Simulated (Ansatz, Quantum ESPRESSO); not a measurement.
# Conductance against width: a In chain with one bond drawn out, part 3 of 4

Wanted: T at the Fermi level along a series, and its decay constant, for a In chain with one bond drawn out.

Quantum ESPRESSO 7.5; plane-wave DFT, PBE, GBRV ultrasoft pseudopotentials; cross-check by Ansatz 0.2.0 with PAW datasets.

So far. Step 2 (Ground state, 0.3 Å): The run needed 15 iterations to bring the estimated error under 1e-07 Ry; the largest force on any atom, held or free, is 0.42 eV/Å.

## Step 4: The same in Ansatz, 0.3 Å

A second code with its own PAW datasets, on the same atoms.

Level of this step: plane-wave DFT, PBE, Ansatz PAW (Ansatz 0.2.0).

The input, input.yaml:

```yaml
crystal:
  lattice:
    - [7.5, 0.0, 0.0]
    - [0.0, 7.5, 0.0]
    - [0.0, 0.0, 29.8]
  atoms:
    - { symbol: In, position: [0.5, 0.5, 0.0] }
    - { symbol: In, position: [0.5, 0.5, 0.0989932886] }
    - { symbol: In, position: [0.5, 0.5, 0.1979865772] }
    - { symbol: In, position: [0.5, 0.5, 0.2969798658] }
    - { symbol: In, position: [0.5, 0.5, 0.3959731544] }
    - { symbol: In, position: [0.5, 0.5, 0.505033557] }
    - { symbol: In, position: [0.5, 0.5, 0.6040268456] }
    - { symbol: In, position: [0.5, 0.5, 0.7030201342] }
    - { symbol: In, position: [0.5, 0.5, 0.8020134228] }
    - { symbol: In, position: [0.5, 0.5, 0.9010067114] }
kpoints:
  mp_grid: { grid: [1, 1, 4] }
hamiltonian:
  xc: pbe
scf:
  occupations: { method: fermi_dirac, width: 0.1 }
  convergence: { dr2_threshold: 1.0e-08 }
output:
  transmission:
    leads: [[0, 1]]
    e_range: [-2.0, 2.0]
    de: 0.05
    kmesh: [1, 1]
    reduced_basis: true
  write_potential: true
  write_density: true
  volumetric_format: npy
```

Command:

```sh
> ansatz run input.yaml --threads 4 --pin off --max-ram 8192MiB --backend cpu --events-out ev --progress --plain --runs-dir out
```

Standard output:

```text
Engine: ansatz 0.2.0, aarch64-unknown-linux-gnu
Pseudopotentials: kind: paw
Pseudopotential: In, paw, valence charge 13, recommended cutoff 420 eV (normal), In.paw.azcp
Functional definition: PBE
  parameter kappa = 0.804
  parameter beta = 0.066725
  exchange = pbe_x(kappa = kappa, mu = beta*pi^2/3)
  correlation = pbe_c(beta = beta)
Crystal: 10 atoms, lattice volume = 1676.250 Å³
Basis set: ecut = 420 eV, 32787 PW (Γ)
Bands: 78, of which v1, the nominal top of the filled ones, is band 65 counted from 1 (64 counted from 0)
Symmetry: 16 space group operations
Space group: P4/mmm (ITA 123), of the structure as read, at distance tolerance 1.2e-4 Å
k-points: 3 of 4
Non-local potential: In, projectors of the file, l = 0: 2, l = 1: 2, l = 2: 2, l = 3: 2
PAW form: soft (Blöchl's): semilocal exchange-correlation on the pseudo side does not see the compensation charge
PAW one-centre angular grid: In, 590 points (default); XC on 64 Gauss nodes
Initial density: superposition of atomic densities (neutral atoms: chi_scale 0, normalization atom), corrected by the library's trained network
Initial wavefunctions: pseudopotential atomic-orbital guess
Functional: x = pbe(κ = 0.804, μ = 0.219515), c = pbe(β = 0.066725)
SCF iter   1: F=—  HF=-55966.362304 eV  |F-HF|=—  |Δ(HF+E_count)|=         —  Δρ=9.19e-4  dr2=7.48e-2  ethr=1.77e-3  ⟨swp⟩=5.3  Hψ=808  notcnv=0
preconditioner: auto → LDOS  [metal: Δε(μ)=0.065 eV  Ē_g=13.218 eV  σ=0.100 eV  W_gap=0.16  n_scr=148 (ndim 8)  ℏωp=10.3 eV  f_vac=0.627  D(μ)=24.16/eV (n_scr^D=110)  β→1.0]
SCF iter   2: F=—  HF=-55966.350049 eV  |F-HF|=—  |Δ(HF+E_count)|=   1.23e-2  Δρ=6.67e-4  dr2=1.14e-2  ethr=5.75e-5  ⟨swp⟩=2.0  Hψ=482  notcnv=0
SCF iter   3: F=—  HF=-55966.350659 eV  |F-HF|=—  |Δ(HF+E_count)|=   6.10e-4  Δρ=6.01e-4  dr2=7.66e-3  ethr=8.78e-6  ⟨swp⟩=2.0  Hψ=433  notcnv=0
SCF iter   4: F=—  HF=-55966.347827 eV  |F-HF|=—  |Δ(HF+E_count)|=   2.83e-3  Δρ=8.54e-5  dr2=3.63e-4  ethr=5.89e-6  ⟨swp⟩=2.0  Hψ=433  notcnv=0
SCF iter   5: F=—  HF=-55966.347890 eV  |F-HF|=—  |Δ(HF+E_count)|=   6.29e-5  Δρ=1.56e-5  dr2=9.06e-6  ethr=2.79e-7  ⟨swp⟩=2.0  Hψ=295  notcnv=0
SCF iter   6: F=—  HF=-55966.347426 eV  |F-HF|=—  |Δ(HF+E_count)|=   4.64e-4  Δρ=7.86e-6  dr2=2.18e-6  ethr=6.97e-9  ⟨swp⟩=2.0  Hψ=440  notcnv=0
SCF iter   7: F=—  HF=-55966.347426 eV  |F-HF|=—  |Δ(HF+E_count)|=   1.09e-7  Δρ=3.32e-6  dr2=5.10e-7  ethr=1.68e-9  ⟨swp⟩=2.0  Hψ=432  notcnv=0
SCF iter   8: F=—  HF=-55966.347426 eV  |F-HF|=—  |Δ(HF+E_count)|=   1.82e-8  Δρ=1.00e-6  dr2=8.14e-8  ethr=3.92e-10  ⟨swp⟩=3.0  Hψ=491  notcnv=0
SCF iter   9: F=-55966.347426 eV  HF=-55966.347426 eV  |F-HF|=5.81e-9  |Δ(HF+E_count)|=   5.56e-9  Δρ=4.13e-7  dr2=8.45e-9  ethr=7.69e-12  ⟨swp⟩=4.3  Hψ=568  notcnv=0
SCF 1 converged in 9 iterations: F = -55966.347426 eV  dr2 = 8.45e-9
  greatest PAW one-centre occupation: 0.983 electrons in one spin orbital (limit 2), on the In atom at site 5 (counted from 0), in its partial waves of l = 2
transmission: 38 of 228 steps passed
transmission: 76 of 228 steps passed
[...]
transmission: 228 of 228 steps passed
WARN: The output density's exchange-correlation potential varies sharply where the density is thin. Do not read a vacuum level from v_tot or v_xc, or from such a field of the output density. On a cell that repeats whose density bears no net charge and no dipole along the vacuum's axis use v_es (v_loc + v_h of the components); under efield.dipole_correction with no amplitude use v_es + v_field, which holds any externa [...]
SCF converged after 9 iterations
Free energy (F): -55966.347426 eV
Harris-Foulkes:  -55966.347426 eV  (|F-HF|=5.81e-9)
Internal energy: -55965.591726 eV  (E = F + TS)
E sigma→0 (E₀):  -55965.969576 eV
Entropy (-TS):   -0.755700 eV (-75.570 meV/atom)
Fermi energy:    -1.101381 eV
--- Per-component energies (eV) ---
  E_band       = -1735.062376
  E_kinetic    = 2396.300336
  E_local      = -24688.553214  (includes V_loc(G=0)·N_el)
  E_nonlocal   = 3655.009702
  E_hartree    = 10424.428012
  E_xc         = -2147.309807
  E_vxc        = -979.937501  (∫ρ·V_xc dr)
  E_paw        = -41506.693866  (= ΣΔE_a)
  E_vpaw       = -2966.739829  (= ΣTr[D̂ρ^β])
  E_aug_tail   = 0.000257  (compensation charges beyond the density's cutoff)
  E_ewald      = -4098.773146
  E_smearing   = -0.755700  (= −TS)
  E_closure    = -0.000000  (closes the sum)
  Σ components = -55966.347426   (vs F -55966.347426, Δ=0.00e0)
--- Band table (eV) ---
  k-point 0: bands = [... 61 lower, -1.2672, -1.2672, -1.0890, -1.0890, -1.0620, -1.0620, -0.7034, -0.5870, ... 9 higher]
  k-point 1: bands = [... 61 lower, -1.2556, -1.2556, -1.1975, -1.1586, -1.1586, -0.9699, -0.9699, -0.6895, ... 9 higher]
  k-point 2: bands = [... 61 lower, -1.6637, -1.2292, -1.2292, -1.2083, -1.2083, -0.8646, -0.8646, -0.8157, ... 9 higher]
--- Transmission ---
  basis      : 497 plane waves across, 38 finite elements along
  points     : 1, standing for a mesh of 1 x 1
  energies   : 81 from -2.000000 to 2.000000 eV about the Fermi level, 0.050000 eV apart; the leads are filled to 0.000000 eV, and channels, transmission and decay are at 0.000000 eV
  crystal 0  : In1, at the sites [0, 1], period 2.9500 Å, over 29.50 Å; its Hamiltonian steps by up to 1.2 meV
    offset         : up to 0.0000 Å between an atom of the period and one for which it stands
    channels       : 3.000000e0 a spin
    conductance    : none, the energies end too early or step too widely for 300 K: set another output.transmission.e_range or a lower de, or, where they end at an eighth of basis.ecutwfc, a higher one
  junction   : crystal 0 to crystal 0, -1.48 to 25.37 Å
    transmission   : 2.875191e0 a spin
    error estimate : 7.078380e-5 a spin from the reduction of the transverse basis, at the most 2.374761e-4 at -0.150000 eV
    conductance    : none, the energies end too early or step too widely for 300 K: set another output.transmission.e_range or a lower de, or, where they end at an eighth of basis.ecutwfc, a higher one
```

The job ended after 33 s (4 threads of Arm Neoverse V2, shared host; peak memory 2.3 GiB).

Read from the output:

| Quantity | Value |
| --- | --- |
| free energy | -55966.3474 eV |
| energy at zero smearing | -55965.9696 eV |
| smearing term TS | 0.7557 eV |
| Fermi energy | -1.101 eV |
| symmetry operations | 16 |
| transmission at the Fermi level, one spin | 2.875 |
| step of the lead's Hamiltonian over a period | 1.2 meV |

Per spin. Transmission against energy, zero at the Fermi level:

```
energy (eV)  transmission
      -2.00             0
      -1.90             0
      -1.80             0
      -1.70             0
      -1.55             0
      -1.45             0
      -1.35             0
      -1.25         0.974
      -1.15         0.980
      -1.05         0.980
      -0.90         0.979
      -0.80         0.978
      -0.70         0.977
      -0.60         0.977
      -0.50         0.976
      -0.40         0.976
      -0.25         0.976
      -0.15          2.51
      -0.05          2.86
       0.00          2.88
       0.05          2.87
       0.15          2.86
       0.25          2.83
       0.40          2.80
       0.50          2.79
       0.60          2.79
       0.70          2.79
       0.80          2.80
       0.90          2.80
       1.05          2.81
       1.15          2.82
       1.25          2.82
       1.35          2.82
       1.45          2.83
       1.55          2.82
       1.70          2.82
       1.80          2.82
       1.90          2.81
       2.00          2.80
```

Per spin. Table of open channels by energy, zero at the Fermi level:

energy (eV), open channels and a bar:
```
    -2.00       0.00 
    -1.85       0.00 
    -1.70       0.00 
    -1.60       0.00 
    -1.45       0.00 
    -1.30       0.00 
    -1.15       1.00 ##########
    -1.05       1.00 ##########
    -0.90       1.00 ##########
    -0.75       1.00 ##########
    -0.60       1.00 ##########
    -0.50       1.00 ##########
    -0.35       1.00 ##########
    -0.20       1.00 ##########
    -0.05       3.00 ##############################
     0.00       3.00 ##############################
     0.05       3.00 ##############################
     0.20       3.00 ##############################
     0.35       3.00 ##############################
     0.50       3.00 ##############################
     0.60       3.00 ##############################
     0.75       3.00 ##############################
     0.90       3.00 ##############################
     1.05       3.00 ##############################
     1.15       3.00 ##############################
     1.30       3.00 ##############################
     1.45       3.00 ##############################
     1.60       3.00 ##############################
     1.70       3.00 ##############################
     1.85       3.00 ##############################
     2.00       3.00 ##############################
```

Ansatz finds T = 2.88 against pwcond's 2.91.

## Step 5: Ground state, 0.8 Å

Level of this step: plane-wave DFT, PBE, GBRV ultrasoft pseudopotentials (Quantum ESPRESSO 7.5).

The input, j1.scf.in:

```
&control
  prefix = 'j1.scf'
  outdir = './out'
  pseudo_dir = './pseudo'
  calculation = 'scf'
  tprnfor = .true.
/
&system
  ibrav = 0
  nat = 10
  ntyp = 1
  ecutwfc = 34
  ecutrho = 170
  occupations = 'smearing'
  smearing = 'mv'
  degauss = 0.01
/
&electrons
  conv_thr = 1e-07
  mixing_beta = 0.25
  electron_maxstep = 120
  mixing_mode = 'local-TF'
/
ATOMIC_SPECIES
  In  114.8180  in_pbe_v1.4.uspp.F.UPF
CELL_PARAMETERS angstrom
  7.50000000000000 0.00000000000000 0.00000000000000
  0.00000000000000 7.50000000000000 0.00000000000000
  0.00000000000000 0.00000000000000 30.30000000000000
ATOMIC_POSITIONS crystal
  In  0.500000000000 0.500000000000 0.000000000000
  In  0.500000000000 0.500000000000 0.097359735974
  In  0.500000000000 0.500000000000 0.194719471947
  In  0.500000000000 0.500000000000 0.292079207921
  In  0.500000000000 0.500000000000 0.389438943894
  In  0.500000000000 0.500000000000 0.513201320132
  In  0.500000000000 0.500000000000 0.610561056106
  In  0.500000000000 0.500000000000 0.707920792079
  In  0.500000000000 0.500000000000 0.805280528053
  In  0.500000000000 0.500000000000 0.902640264026
K_POINTS automatic
  1 1 3 0 0 0
```

Command:

```sh
> OMP_NUM_THREADS=1 mpirun -n 4 pw.x -nk 1 -in j1.scf.in > j1.scf.out
```

Standard output:

```text
[banner, memory and clock lines left out]
Program PWSCF v.7.5 starts
[...]
number of electrons       =       130.00
     number of Kohn-Sham states=           78
     kinetic-energy cutoff     =      34.0000  Ry
     charge density cutoff     =     170.0000  Ry
[...]
number of k points=     2  Marzari-Vanderbilt smearing, width (Ry)=  0.0100
[...]
Dense  grid:   430529 G-vectors     FFT dimensions: (  60,  60, 240)
[...]
Starting wfcs are   90 randomized atomic wfcs
     estimated scf accuracy    <      52.40225481 Ry
     estimated scf accuracy    <      28.23700997 Ry
     estimated scf accuracy    <       1.89610739 Ry
     estimated scf accuracy    <       0.80423382 Ry
     estimated scf accuracy    <       0.31724585 Ry
     estimated scf accuracy    <       0.05854276 Ry
     estimated scf accuracy    <       0.04663015 Ry
     estimated scf accuracy    <       0.00345078 Ry
     estimated scf accuracy    <       0.00081910 Ry
     estimated scf accuracy    <       0.00027853 Ry
     estimated scf accuracy    <       0.00021614 Ry
     estimated scf accuracy    <       0.00000712 Ry
     estimated scf accuracy    <       0.00000168 Ry
     estimated scf accuracy    <       0.00000087 Ry
     estimated scf accuracy    <       0.00000033 Ry
[...]
the Fermi energy is    -1.1331 ev
!    total energy              =   -1333.81836098 Ry
     estimated scf accuracy    <       0.00000008 Ry
     smearing contrib. (-TS)   =      -0.00249270 Ry
     internal energy E=F+TS    =   -1333.81586828 Ry
[...]
one-electron contribution =   -1420.23921603 Ry
     hartree contribution      =     763.62747582 Ry
     xc contribution           =    -376.25940878 Ry
     ewald contribution        =    -300.94471929 Ry
     convergence has been achieved in  16 iterations
[...]
Total force =     0.031629     Total SCF correction =     0.000290
[...]
```

The job ended after 75 s (4 MPI ranks; peak memory 0.99 GiB).

Numbers from this step:

* free energy: -18147.5233 eV
* Fermi energy: -1.133 eV

## Step 6: Transmission with pwcond.x, 0.8 Å

The input, j1.cond.in:

```
&inputcond
  outdir = './out'
  prefixt = 'j1.scf'
  tran_file = 'j1.cond.dat'
  bdl = 0.7866666667
  bds = 4.0400000000
  ikind = 1
  ewind = 4.0
  epsproj = 1e-05
  nz1 = 7
  energy0 = 2.0
  denergy = -0.1
/
1
  0.00000000 0.00000000 1.00000000
41
```

Command:

```sh
> OMP_NUM_THREADS=1 mpirun -n 4 pwcond.x -in j1.cond.in > j1.cond.out
```

Standard output:

```text
[banner, memory and clock lines left out]
Program PWCOND v.7.5 starts

     ./out/j1.scf.save/

[...]
negative rho (up, down):  5.073E-03 0.000E+00
     Reading collected, re-writing distributed wavefunctions

===== INPUT FILE containing all the regions =====

     GEOMETRY:

     lattice parameter (alat)  =      14.1729  a.u.
     the volume                =   11501.6926 (a.u.)^3
     the cross section         =     200.8724 (a.u.)^2
     l of the unit cell        =       4.0400 (alat)
     number of atoms/cell      =           10
[...]
T_tot    -0.30000      0.16290E+01
   T_tot    -0.40000      0.16262E+01
   T_tot    -0.50000      0.16233E+01
   T_tot    -0.60000      0.16209E+01
   T_tot    -0.70000      0.16194E+01
   T_tot    -0.80000      0.16195E+01
   T_tot    -0.90000      0.16213E+01
   T_tot    -1.00000      0.16240E+01
   T_tot    -1.10000      0.16211E+01
   T_tot    -1.20000      0.15581E+01
   T_tot    -1.30000      0.00000E+00
   T_tot    -1.40000      0.00000E+00
   T_tot    -1.50000      0.00000E+00
   T_tot    -1.60000      0.00000E+00
   T_tot    -1.70000      0.00000E+00
   T_tot    -1.80000      0.00000E+00
   T_tot    -1.90000      0.00000E+00
   T_tot    -2.00000      0.00000E+00
```

It took 3.9 min on 4 MPI ranks; peak memory 0.49 GiB.

This step gave:

- transmission at the Fermi level, one spin: 2.357
- conductance: 2.357 G₀

Per spin. The transmission by energy, zero at the Fermi level:

```
energy (eV)  transmission
      -2.00             0
      -1.80             0
      -1.60             0
      -1.40             0
      -1.20         0.779
      -1.00         0.812
      -0.90         0.811
      -0.70         0.810
      -0.50         0.812
      -0.30         0.815
      -0.10          2.06
       0.00          2.36
       0.10          2.17
       0.30          1.86
       0.50          1.84
       0.70          1.83
       0.90          1.87
       1.00          1.96
       1.20          1.96
       1.40          2.02
       1.60          2.03
       1.80          2.02
       2.00          2.02
```

T goes from 2.91 to 2.36, a factor of 1.2.

## Step 7: Cross-check with Ansatz, 0.8 Å

Level of this step: plane-wave DFT, PBE, Ansatz PAW (Ansatz 0.2.0).

The input, input.yaml:

```yaml
crystal:
  lattice:
    - [7.5, 0.0, 0.0]
    - [0.0, 7.5, 0.0]
    - [0.0, 0.0, 30.3]
  atoms:
    - { symbol: In, position: [0.5, 0.5, 0.0] }
    - { symbol: In, position: [0.5, 0.5, 0.097359736] }
    - { symbol: In, position: [0.5, 0.5, 0.1947194719] }
    - { symbol: In, position: [0.5, 0.5, 0.2920792079] }
    - { symbol: In, position: [0.5, 0.5, 0.3894389439] }
    - { symbol: In, position: [0.5, 0.5, 0.5132013201] }
    - { symbol: In, position: [0.5, 0.5, 0.6105610561] }
    - { symbol: In, position: [0.5, 0.5, 0.7079207921] }
    - { symbol: In, position: [0.5, 0.5, 0.8052805281] }
    - { symbol: In, position: [0.5, 0.5, 0.902640264] }
kpoints:
  mp_grid: { grid: [1, 1, 4] }
hamiltonian:
  xc: pbe
scf:
  occupations: { method: fermi_dirac, width: 0.1 }
  convergence: { dr2_threshold: 1.0e-08 }
output:
  transmission:
    leads: [[0, 1]]
    e_range: [-2.0, 2.0]
    de: 0.05
    kmesh: [1, 1]
    reduced_basis: true
  write_potential: true
  write_density: true
  volumetric_format: npy
  elf: true
```

Command:

```sh
> ansatz run input.yaml --threads 4 --pin off --max-ram 8192MiB --backend cpu --events-out ev --progress --plain --runs-dir out
```

Standard output:

```text
[...]
Crystal: 10 atoms, lattice volume = 1704.375 Å³
Basis set: ecut = 420 eV, 33381 PW (Γ)
Bands: 78, of which v1, the nominal top of the filled ones, is band 65 counted from 1 (64 counted from 0)
Symmetry: 16 space group operations
[...]
k-points: 3 of 4
[...]
k-point 2: bands = [... 61 lower, -1.6214, -1.2413, -1.2413, -1.1908, -1.1908, -0.9129, -0.9129, -0.7908, ... 9 higher]
--- Transmission ---
  basis      : 497 plane waves across, 38 finite elements along
  points     : 1, standing for a mesh of 1 x 1
[...]
channels       : 3.000000e0 a spin
[...]
junction   : crystal 0 to crystal 0, -1.48 to 25.87 Å
    transmission   : 2.136849e0 a spin
[...]
[key lines of the parts left out:]
SCF converged after 11 iterations
Free energy (F): -55966.174336 eV
Fermi energy:    -1.111213 eV
```

Elapsed: 23 s, on 4 threads; peak memory 2.4 GiB; 82 s of CPU time.

Read from the output:

- free energy: -55966.1743 eV
- energy at zero smearing: -55965.7887 eV
- smearing term TS: 0.7713 eV
- Fermi energy: -1.111 eV
- transmission at the Fermi level, one spin: 2.137
- step of the lead's Hamiltonian over a period: 3 meV

Per spin. The transmission by energy, zero at the Fermi level:

```
energy (eV)  transmission
      -2.00             0
      -1.85             0
      -1.70             0
      -1.60             0
      -1.45             0
      -1.30             0
      -1.15         0.763
      -1.05         0.786
      -0.90         0.797
      -0.75         0.802
      -0.60         0.805
      -0.50         0.806
      -0.35         0.808
      -0.20         0.810
      -0.05          2.05
       0.00          2.14
       0.05          2.14
       0.20          2.02
       0.35          1.91
       0.50          1.86
       0.60          1.85
       0.75          1.87
       0.90          1.91
       1.05          1.95
       1.15          1.97
       1.30          2.00
       1.45          2.01
       1.60          2.01
       1.70          2.01
       1.85          2.00
       2.00          1.98
```

Ansatz finds T = 2.14 against pwcond's 2.36.

(Continued in part 4 of 4.)

[Long decimals in the printed logs are rounded to 6 places.]

[Repeated lines of the later SCF iterations (solver, time, negative density, dipole) and banner, clock, host and MPI lines are left out of these logs without a mark at each place.]

[Logs are printed without paths, hosts, clocks, repeated set-up lines and the standing remarks that a program may print on its own settings, such as how far it seeks lower states.]

[Hosts, paths, dates, database ids (printed as entryN), source tags and the programs' standing remarks are cut or masked in the printed files.]

[Maps of the electrostatic potential energy from Ansatz leave out the sawtooth potential of an applied field or a dipole correction, so their vacuum need not be flat; planar profiles and work functions include it.]
